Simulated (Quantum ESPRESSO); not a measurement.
## GaN (wurtzite): which axis gives way under pressure?

Cell and atoms of wurtzite GaN are relaxed at set pressures, to see how each axis shrinks. The phase is followed to these pressures whether or not it stays the stable one.

Calculated with Quantum ESPRESSO 7.5, PBEsol, PseudoDojo 0.4.1 norm-conserving potentials, cutoff 1170 eV, Fermi–Dirac smearing 0.02 eV, k-mesh 10×10×6, no spin polarisation, no spin-orbit coupling.

Reference cell, relaxed at zero pressure with PBEsol (P6_3mc): a = 3.1836 Å, b = 3.1836 Å, c = 5.1871 Å, α = 90.00°, β = 90.00°, γ = 120.00°.

```csv
atom,x,y,z
Ga,0.3333,0.6667,0.0003
Ga,0.6667,0.3333,0.5003
N,0.6667,0.3333,0.1237
N,0.3333,0.6667,0.6237
```

| P (GPa) | a (Å) | c (Å) | c/a |
| --- | --- | --- | --- |
| −3.99 | 3.2073 | 5.2258 | 1.6293 |
| 0.01 | 3.1836 | 5.1871 | 1.6293 |
| 4.99 | 3.1572 | 5.1437 | 1.6292 |
| 10.00 | 3.1333 | 5.1049 | 1.6292 |
| 20.00 | 3.0914 | 5.0389 | 1.6300 |
| 30.01 | 3.0555 | 4.9829 | 1.6308 |

**Question.** Give the linear compressibility of each axis at zero pressure, and the edges at 15.01 GPa, a row left out above.

Least squares with l = l0 + l1 P + l2 P² gives for a: l0 = 3.1841 Å, l1 = −5.484e−3 Å/GPa, l2 = 4.03e−5 Å/GPa², so β = −l1/l0 = 1.722 × 10⁻³ GPa⁻¹ and the withheld edge is 3.1109 Å. The run itself gives 3.1114 Å, so the estimate misses by 0.0005 Å; the fitted rows themselves lie up to 0.0008 Å off the law.

Least squares with l = l0 + l1 P + l2 P² gives for c: l0 = 5.1878 Å, l1 = −8.981e−3 Å/GPa, l2 = 7.25e−5 Å/GPa², so β = −l1/l0 = 1.731 × 10⁻³ GPa⁻¹ and the withheld edge is 5.0693 Å. The run itself gives 5.0704 Å, so the estimate misses by 0.0011 Å; the fitted rows themselves lie up to 0.0017 Å off the law.

The compressibilities add to the volume compressibility, 2β_a + β_c = 5.176 × 10⁻³ GPa⁻¹, or B0 ≈ 193 GPa; a parabola over so wide a range errs a few per cent to the stiff side. The axes shrink nearly alike.

[Logs are printed without paths, hosts, clocks, repeated set-up lines and the standing remarks that a program may print on its own settings, such as how far it seeks lower states.]
